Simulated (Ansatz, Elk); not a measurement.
## How far do independent atoms describe LaTi2Ga2?

Structure refinements treat a crystal as free atoms side by side. For a made-up structure of LaTi2Ga2 (cell and positions from a r2SCAN relaxation) the runs below show what the calculated density changes in F(hkl).

Method: DFT, PBE, all-electron APW+lo, Dirac cores, scalar-relativistic bands, static density, no spin, in Elk 11.2.3 (patched build).

The structure was built from a prototype and need not be the compound's stable phase.

## 1. The structure

It takes space group P-3m1 (No. 164, trigonal). Conventional cell: a = 4.830 Å, b = 4.830 Å, c = 5.408 Å, α = 90.00°, β = 90.00°, γ = 120.00°. Nearest to La lie 6 Ga at 2.98 Å. Nearest to Ga lie 5 Ti at 2.47 to 2.94 Å and 3 La at 2.98 Å. Ti has 1 Ga at 2.47 Å nearest. Farther neighbours are not listed.

## 2. Ground state and structure factors

An all-electron density is needed, since X-rays see the cores too. Task 0 finds the density and task 195 Fourier-transforms it; tshift is off so that phases refer to the origin typed.

Input file elk.in:

```
tasks
  0
  195

xctype
  20

spinpol
  .false.

rgkmax
  7.0

gmaxvr
  14.0

lmaxo
  7

lmaxapw
  8

swidth
  0.002

tshift
  .false.

ramdisk
  .false.

hmaxvr
  5.5

maxscl
  120

epspot
  1e-06

sppath
  './'

avec
  9.12698663469 0.00000000000 -0.00000000000
  -4.56349331734 7.90420228564 0.00000000000
  -0.00000000000 -0.00000000000 10.22031082391

atoms
  3
  'La.in'
  1
  0.0000000000 0.0000000000 -0.0000000000   0.000000 0.000000 0.000000
  'Ga.in'
  2
  0.6666666667 0.3333333333 0.1955192822   0.000000 0.000000 0.000000
  0.3333333333 0.6666666667 0.8044807178   0.000000 0.000000 0.000000
  'Ti.in'
  2
  0.6666666667 0.3333333333 0.6525092247   0.000000 0.000000 0.000000
  0.3333333333 0.6666666667 0.3474907753   0.000000 0.000000 0.000000

ngridk
  6 6 4
```

Launch:

```
$ OMP_NUM_THREADS=4 elk
```

Numbers of over 12 decimals in the logs are rounded to 6 here.

What it wrote:

```text
┌─────────────────────────┐
│ Elk code version 11.2.3 │
└─────────────────────────┘

All units are atomic (Hartree, Bohr, etc.)

┌─────────────────────────────────────────────────┐
│ Ground-state run starting from atomic densities │
└─────────────────────────────────────────────────┘

Lattice vectors :
   9.126986635       0.000000000      -0.000000000
  -4.563493317       7.904202286       0.000000000
  -0.000000000      -0.000000000       10.22031082

Reciprocal lattice vectors :
  0.6884183749      0.3974585341       0.000000000
   0.000000000      0.7949170682       0.000000000
   0.000000000       0.000000000      0.6147743856

Unit cell volume      :    737.3090502
Brillouin zone volume :   0.3364263783

Muffin-tin inner radius fraction :   0.1000000000E-01

Nuclei treated as point charges

Species : 1 (La)
 parameters loaded from : La.in
 name : lanthanum
 nuclear charge    :   -57.00000000
 electronic charge :    57.00000000
 atomic mass :    253209.2366
 muffin-tin radius :    2.800000000
 number of radial points in muffin-tin :   1393
 inner part over the whole radius :   0.9924947902E-02
 number on inner part of muffin-tin    :    996
 approximate nuclear radius :   0.9226798129E-04
 number of mesh points to nuclear radius :    505
 atomic positions (lattice), magnetic fields (Cartesian) :
  1 :   0.00000000  0.00000000  0.00000000    0.00000000  0.00000000  0.00000000

Species : 2 (Ga)
 parameters loaded from : Ga.in
 name : gallium
 nuclear charge    :   -31.00000000
 electronic charge :    31.00000000
 atomic mass :    127097.2539
 muffin-tin radius :    2.310289628
 number of radial points in muffin-tin :    993
 inner part over the whole radius :   0.9906927988E-02
 number on inner part of muffin-tin    :    701
 approximate nuclear radius :   0.7562051033E-04
 number of mesh points to nuclear radius :    340
 atomic positions (lattice), magnetic fields (Cartesian) :
  1 :  -0.33333333  0.33333333  0.19551928    0.00000000  0.00000000  0.00000000
  2 :   0.33333333 -0.33333333 -0.19551928    0.00000000  0.00000000  0.00000000

Species : 3 (Ti)
 parameters loaded from : Ti.in
 name : titanium
 nuclear charge    :   -22.00000000
 electronic charge :    22.00000000
 atomic mass :    87256.20317
 muffin-tin radius :    2.310289628
 number of radial points in muffin-tin :    993
 inner part over the whole radius :   0.9942480201E-02
 number on inner part of muffin-tin    :    698
 approximate nuclear radius :   0.6805665174E-04
 number of mesh points to nuclear radius :    326
 atomic positions (lattice), magnetic fields (Cartesian) :
  1 :  -0.33333333  0.33333333 -0.34749078    0.00000000  0.00000000  0.00000000
  2 :   0.33333333 -0.33333333  0.34749078    0.00000000  0.00000000  0.00000000

Total number of atoms per unit cell :    5
Total muffin-tin volume :    298.5606803
 ratio of muffin-tin to unit cell volume :   0.4049328843

Spin treatment :
 spin-unpolarised

Number of Bravais lattice symmetries :   24
Number of crystal symmetries         :   12
Crystal has inversion symmetry
Real symmetric eigensolver will be used

k-point grid :      6     6     4
k-point offset :    0.000000000       0.000000000       0.000000000
k-point set is reduced with full crystal symmetry group
Total number of k-points :       24

Muffin-tin radius times maximum |G+k| :    7.000000000
 using average radius
Maximum |G+k| for APW functions       :    2.906697056
Maximum (1/2)|G+k|²                   :    4.224443889
Maximum |G| for potential and density :    14.00000000
Constant for pseudocharge density :   10
 order of it for each species :   17  17  17
 order of it for pair densities of each species (exact exchange by exxq0 0: 18) :   13   9   9
Radial integration step length :    1

G-vector grid sizes :     42    42    48
Number of G-vectors :    34215

Maximum angular momentum used for
 APW functions            :    8
 outer part of muffin-tin :    7
 inner part of muffin-tin :    2

Total nuclear charge    :   -163.0000000
[...]
electron entropic           :    -0.14173723520808E-02
 total energy                :     -14094.544386930

Density of states at Fermi energy :    107.8402196
 (states/Hartree/unit cell)

Estimated indirect band gap :   0.7477575003E-03
 from k-point 21 to k-point 14
Estimated direct band gap   :   0.1073143615E-01
 at k-point 19

Charges :
 core                        :    102.0000000
 valence                     :    61.00000000
 interstitial                :    9.339936688
 muffin-tins (core leakage)
  species : 1 (La)
   atom 1                    :    54.94948114     (  0.2287599438E-03)
  species : 2 (Ga)
[...]
species : 3 (Ti)
[...]
total in muffin-tins        :    153.6600633
 total calculated charge     :    162.9971234
 total charge                :    163.0000000
 error                       :   0.2876618625E-02

RMS change in Kohn-Sham potential (target) :   0.2101825920     (  0.1000000000E-05)
Absolute change in total energy (target)   :   0.4165262393E-02 (  0.1000000000E-03)

[... loops 3 to 15 left out ...]

┌──────────────────┐
│ Loop number : 16 │
└──────────────────┘

Energies :
 Fermi                       :     0.256759
 sum of occupied eigenvalues :     -8470.5193197981
 electron kinetic            :      14783.002394416
 core electron kinetic       :      14322.626439871
 Coulomb                     :     -28436.599238783
 Coulomb potential           :     -22680.688208507
 nuclear-nuclear             :     -1516.6036192982
 electron-nuclear            :     -31193.756717760
 Hartree                     :      4273.7610982743
 Madelung                    :     -17096.255134530
 xc potential                :     -572.83350570634
 exchange                    :     -431.85260835833
 correlation                 :     -8.074564
 electron entropic           :    -0.19564610272652E-02
 total energy                :     -14093.525973372

Density of states at Fermi energy :    150.3962549
 (states/Hartree/unit cell)

Estimated indirect band gap :   0.1692203085E-02
 from k-point 6 to k-point 14
Estimated direct band gap   :   0.5544471482E-02
 at k-point 6

Charges :
 core                        :    102.0000000
 valence                     :    61.00000000
 interstitial                :    8.949002606
 muffin-tins (core leakage)
  species : 1 (La)
[...]
species : 2 (Ga)
[...]
species : 3 (Ti)
[...]
total in muffin-tins        :    154.0509974
 total calculated charge     :    162.9972728
 total charge                :    163.0000000
 error                       :   0.2727215504E-02

RMS change in Kohn-Sham potential (target) :   0.4007855980E-06 (  0.1000000000E-05)
Absolute change in total energy (target)   :   0.6450821274E-04 (  0.1000000000E-03)

Convergence targets achieved

┌──────────────────┐
│ Loop number : 17 │
└──────────────────┘

Energies :
 Fermi                       :     0.256759
 sum of occupied eigenvalues :     -8470.5193198519
 electron kinetic            :      14783.002398235
 core electron kinetic       :      14322.626446222
 Coulomb                     :     -28436.599243703
 Coulomb potential           :     -22680.688215770
 nuclear-nuclear             :     -1516.6036192982
 electron-nuclear            :     -31193.756719948
 Hartree                     :      4273.7610955434
 Madelung                    :     -17096.255135818
 xc potential                :     -572.83350231644
 exchange                    :     -431.85260813785
 correlation                 :     -8.074564
 electron entropic           :    -0.19564600792836E-02
 total energy                :     -14093.525974242

Density of states at Fermi energy :    150.3961767
 (states/Hartree/unit cell)

Estimated indirect band gap :   0.1692201130E-02
 from k-point 6 to k-point 14
Estimated direct band gap   :   0.5544467249E-02
 at k-point 6

Charges :
 core                        :    102.0000000
 valence                     :    61.00000000
 interstitial                :    8.949002662
 muffin-tins (core leakage)
  species : 1 (La)
[...]
species : 2 (Ga)
[...]
atom 2                    :    29.62203469     (  0.1213888813E-02)
  species : 3 (Ti)
   atom 1                    :    20.02510579     ( -0.2172272708E-06)
   atom 2                    :    20.02510579     ( -0.2172272708E-06)
 total in muffin-tins        :    154.0509973
 total calculated charge     :    162.9972728
 total charge                :    163.0000000
 error                       :   0.2727215574E-02

┌──────────────────────────────┐
│ Self-consistent loop stopped │
└──────────────────────────────┘

Warning : core states of species 1 leak from the muffin-tin :   0.2233806559E-03

Warning : core states of species 2 leak from the muffin-tin :   0.1213888813E-02

Wrote STATE.OUT
```

It took 32 s on 4 threads of Arm Neoverse V2, shared host; peak memory 0.23 GiB; 84 s of CPU time.

SFACRHO.OUT:

```text

h k l indices transformed by vhmat matrix:
   1.000000000       0.000000000       0.000000000    
   0.000000000       1.000000000       0.000000000    
   0.000000000       0.000000000       1.000000000    

      h      k      l  multipl.   |H|            Re(F)            Im(F)           |F|

      0      0      0      1   0.0000000       163.00000      0.62026782E-17   163.00000    
      0      0      1      2  0.61477439       49.485504      -0.0000000       49.485504    
      0      1      0      6  0.79491707       3.8469102      0.12790273E-13   3.8469102    
     -1      0      1      6   1.0049083       30.800643      0.28778115E-14   30.800643    
      1      0      1      6   1.0049083       68.497824     -0.76741639E-14   68.497824    
      0      0     -2      2   1.2295488      -4.1322128     -0.12790273E-13   4.1322128    
      2     -1      0      6   1.3768367       125.25625      0.12239618E-15   125.25625    
      0     -1     -2      6   1.4641323       16.627878     -0.14069301E-13   16.627878    
      1     -1     -2      6   1.4641323       118.92046      0.28458358E-13   118.92046    
      1      1     -1     12   1.5078551       42.106220      0.25580546E-14   42.106220    
      2      0      0      6   1.5898341       4.7227013      0.17906382E-13   4.7227013    
      0     -2      1      6   1.7045586       25.457267      0.23981762E-14   25.457267    
      0      2      1      6   1.7045586       59.037034     -0.10232219E-13   59.037034    
      0      0      3      2   1.8443232       29.248897      0.31975683E-14   29.248897    
     -1     -1     -2     12   1.8459333      -2.9835328     -0.20464437E-13   2.9835328    
      1     -1     -3      6   2.0083379       19.609374     -0.76741639E-14   19.609374    
      0     -1     -3      6   2.0083379       69.633840      0.76741639E-14   69.633840    
      2      0     -2      6   2.0098166       104.74403     -0.41568388E-14   104.74403
```

Elk indexes on the primitive cell of elk.in and gives |H| = 4π sin θ/λ in inverse bohr. Below, one row stands for each form hkl of the conventional cell (m members, Friedel mates merged), F is for one primitive cell and the density is static (no thermal factor). Free-atom factors are Waasmaier and Kirfel's, and R is Σm||F|−|F'||/Σm|F|.

```tsv
hkl	m	sin θ/λ (Å⁻¹)	abs F, DFT	neutral atoms	diff.
001	2	0.092	49.486	49.313	+0.172
100	6	0.119	3.847	3.970	-0.123
011	6	0.151	30.801	30.933	-0.133
101	6	0.151	68.498	68.263	+0.235
002	2	0.185	4.132	4.445	-0.313
110	6	0.207	125.256	125.785	-0.529
012	6	0.220	16.628	16.228	+0.400
102	6	0.220	118.921	119.599	-0.678
111	12	0.227	42.106	42.080	+0.026
200	6	0.239	4.723	4.285	+0.438
201	6	0.256	25.457	25.153	+0.305
021	6	0.256	59.037	59.333	-0.296
003	2	0.277	29.249	28.987	+0.262
112	12	0.278	2.983	3.389	-0.405
103	6	0.302	19.609	19.527	+0.082
013	6	0.302	69.634	69.945	-0.311
022	6	0.302	104.744	104.987	-0.243
202	6	0.302	15.371	15.239	+0.132
```

## 3. The highest occupied states alone

An energy window below the Fermi level keeps the highest occupied states, to see at which angles they scatter; shallow core shells can lie inside it and anion s states outside. No new self-consistency is needed.

Changes to elk.in since step 2:

```diff
@@ -1,3 +1,2 @@
 tasks
-  0
   195
@@ -40,2 +39,5 @@
 
+wsfac
+  -0.184230 0.556760
+
 sppath
```

Launch:

```
$ OMP_NUM_THREADS=4 elk
```

What it wrote:

```text
┌─────────────────────────────────┐
│ Elk code version 11.2.3 started │
└─────────────────────────────────┘

Info(readinput): the functional depends on the density's gradient
 muffin-tin radial points multiplied by    2.00000
 (not where nrmtscf is given)

┌────────────────────┐
│ Current task : 195 │
└────────────────────┘
Info(checkmt): changed muffin-tin radius of species 2 (Ga) from   2.4000 to   2.3103
Info(checkmt): changed muffin-tin radius of species 3 (Ti) from   2.4000 to   2.3103

Info(sfacrho): density structure factors written to SFACRHO.OUT

 Energy window :  -0.1842300000      0.5567600000

┌──────────────────┐
│ Elk code stopped │
└──────────────────┘
```

The job ended after 13 s (4 threads; peak memory 0.18 GiB; 15 s of CPU time).

States within 12 eV below the Fermi level hold 17.00 electrons; any levels below the window count with the cores. Their amplitudes can exceed the total, where window and core parts have opposite phase:

```tsv
hkl	sin θ/λ (Å⁻¹)	abs F, window	abs F, all
001	0.092	0.402	49.486
100	0.119	2.692	3.847
011	0.151	1.251	30.801
101	0.151	0.400	68.498
002	0.185	0.948	4.132
110	0.207	1.944	125.256
012	0.220	0.585	16.628
102	0.220	1.432	118.921
111	0.227	0.567	42.106
200	0.239	0.334	4.723
```

## 4. Another try

In this try the input is made faulty on purpose, to show what that does.

The input is changed as shown.

Changes to elk.in since step 3:

```diff
@@ -1,2 +1,3 @@
 tasks
+  0
   195
@@ -34,3 +35,3 @@
 maxscl
-  120
+  40
 
@@ -39,7 +40,7 @@
 
-wsfac
-  -0.184230 0.556760
-
 sppath
   './'
+
+scale
+  0.52917721
```

Launch:

```
$ OMP_NUM_THREADS=4 elk
```

What it wrote:

```text
┌─────────────────────────┐
│ Elk code version 11.2.3 │
└─────────────────────────┘

All units are atomic (Hartree, Bohr, etc.)

┌─────────────────────────────────────────────────┐
│ Ground-state run starting from atomic densities │
└─────────────────────────────────────────────────┘

Lattice vectors :
   4.829793323       0.000000000      -0.000000000
  -2.414896662       4.182723713       0.000000000
  -0.000000000      -0.000000000       5.408355567

Reciprocal lattice vectors :
   1.300922190      0.7510877766       0.000000000
[...]
┌──────────────────────────────┐
│ Self-consistent loop stopped │
└──────────────────────────────┘

Warning : the lowest level lies among the core levels :   -3.571133505       1.647260828

Warning : core states of species 1 leak from the muffin-tin :    1.606275783

Warning : core states of species 2 leak from the muffin-tin :   0.6961265080

Warning : core states of species 3 leak from the muffin-tin :   0.1443819792E-03

Warning : the occupied levels lie far from the species files' linearisation energy :    1.344780387

Warning : more electrons lie deep than the shells out of the core hold :   16.0000       4.00000

Wrote STATE.OUT
[key lines of the parts left out:]
total energy                :     -14191.489454040
```

The job ended after 25 s (4 threads; peak memory 0.18 GiB; 88 s of CPU time).

The run finished. A setting was moved off its sound value on purpose, so it serves as a test and not as the result.

The fault put into the input: lattice vectors in angstrom read as bohr.

Its structure factors differ from the first run's by R = 30.6 %.

## 5. Another functional

The difference from free atoms is small, so it is set against the change that PBEsol makes.

Changes to elk.in since step 4:

```diff
@@ -5,3 +5,3 @@
 xctype
-  20
+  22
 
@@ -35,3 +35,3 @@
 maxscl
-  40
+  120
 
@@ -42,5 +42,2 @@
   './'
-
-scale
-  0.52917721
```

Launch:

```
$ OMP_NUM_THREADS=4 elk
```

What it wrote:

```text
┌─────────────────────────┐
│ Elk code version 11.2.3 │
└─────────────────────────┘

All units are atomic (Hartree, Bohr, etc.)

┌─────────────────────────────────────────────────┐
│ Ground-state run starting from atomic densities │
└─────────────────────────────────────────────────┘

Lattice vectors :
   9.126986635       0.000000000      -0.000000000
  -4.563493317       7.904202286       0.000000000
  -0.000000000      -0.000000000       10.22031082

Reciprocal lattice vectors :
  0.6884183749      0.3974585341       0.000000000
[...]
species : 3 (Ti)
   atom 1                    :    20.02244369     ( -0.2172036844E-06)
   atom 2                    :    20.02244369     ( -0.2172036844E-06)
 total in muffin-tins        :    154.0480748
 total calculated charge     :    162.9972339
 total charge                :    163.0000000
 error                       :   0.2766092104E-02

┌──────────────────────────────┐
│ Self-consistent loop stopped │
└──────────────────────────────┘

Warning : core states of species 1 leak from the muffin-tin :   0.2259609164E-03

Warning : core states of species 2 leak from the muffin-tin :   0.1231242672E-02

Wrote STATE.OUT
[key lines of the parts left out:]
total energy                :     -14085.439774973
```

The job ended after 32 s (4 threads; peak memory 0.23 GiB).

Against the first run R = 0.02 %; the largest change is -0.033 at 022.

## 6. Basis size

A smaller basis shows how fast F responds to it; the change is likely larger than the basis error of the first run, but doesn't show convergence.

Changes to elk.in since step 5:

```diff
@@ -5,3 +5,3 @@
 xctype
-  22
+  20
 
@@ -11,3 +11,3 @@
 rgkmax
-  7.0
+  5.5
```

Launch:

```
$ OMP_NUM_THREADS=4 elk
```

What it wrote:

```text
┌─────────────────────────┐
│ Elk code version 11.2.3 │
└─────────────────────────┘

All units are atomic (Hartree, Bohr, etc.)

┌─────────────────────────────────────────────────┐
│ Ground-state run starting from atomic densities │
└─────────────────────────────────────────────────┘

Lattice vectors :
   9.126986635       0.000000000      -0.000000000
  -4.563493317       7.904202286       0.000000000
  -0.000000000      -0.000000000       10.22031082

Reciprocal lattice vectors :
  0.6884183749      0.3974585341       0.000000000
[...]
species : 3 (Ti)
   atom 1                    :    19.95020838     ( -0.2172283846E-06)
   atom 2                    :    19.95020838     ( -0.2172283846E-06)
 total in muffin-tins        :    153.8255864
 total calculated charge     :    162.9975412
 total charge                :    163.0000000
 error                       :   0.2458832928E-02

┌──────────────────────────────┐
│ Self-consistent loop stopped │
└──────────────────────────────┘

Warning : core states of species 1 leak from the muffin-tin :   0.2231189926E-03

Warning : core states of species 2 leak from the muffin-tin :   0.1228133892E-02

Wrote STATE.OUT
[key lines of the parts left out:]
total energy                :     -14093.339627949
```

Elapsed: 29 s, on 4 threads; peak memory 0.22 GiB; 70 s of CPU time.

Against the first run R = 0.04 %; the largest change is +0.116 at 212.

## 7. Settings against the effect

```tsv
run	R against the first run (%)	R against neutral atoms, low angle (%)	wall time
PBE, rgkmax 7	0.00	0.74	32 s
PBEsol	0.02	0.75	32 s
rgkmax 5.5	0.04	0.78	29 s
```

## 8. Outcome

| Quantity | Value |
| --- | --- |
| R against neutral atoms, sin θ/λ < 0.3 Å⁻¹ | 0.74 % |
| R against neutral atoms, 0.3 to 0.72 Å⁻¹ | 0.19 % |

What this shows: Independent neutral atoms miss the calculated amplitudes by R = 0.74 % below 0.3 Å⁻¹ and 0.19 % from there to 0.72 Å⁻¹; by shells, 0.89 % below 0.15 Å⁻¹ (2 forms), 0.74 % 0.15 to 0.3 (12 forms), 0.29 % 0.3 to 0.45 (30 forms), 0.16 % above 0.45 (105 forms). Bonding, aspherical density and the tables' own atoms all enter these figures, and the runs don't part them. The largest change of an amplitude is -0.68 electrons, at 102. The window's part falls from 17.0 electrons at the origin to at most 0.39 between 0.45 and 0.72 Å⁻¹. Below 0.3 Å⁻¹ the changes that finished (PBEsol and rgkmax 5.5) move F by R = 0.08 % at most, against the 0.74 % that separates it from free atoms. The k-mesh has no finished test. These runs have no spin, though d or f shells may be open. Part of the difference isn't bonding: the tables are fits to free atoms and ions calculated by other methods than this functional. Thermal motion, anomalous dispersion and extinction are left out.

[Logs are printed without paths, hosts, clocks, repeated set-up lines and the standing remarks that a program may print on its own settings, such as how far it seeks lower states.]

[Hosts, paths, dates, database ids (printed as entryN), source tags and the programs' standing remarks are cut or masked in the printed files.]
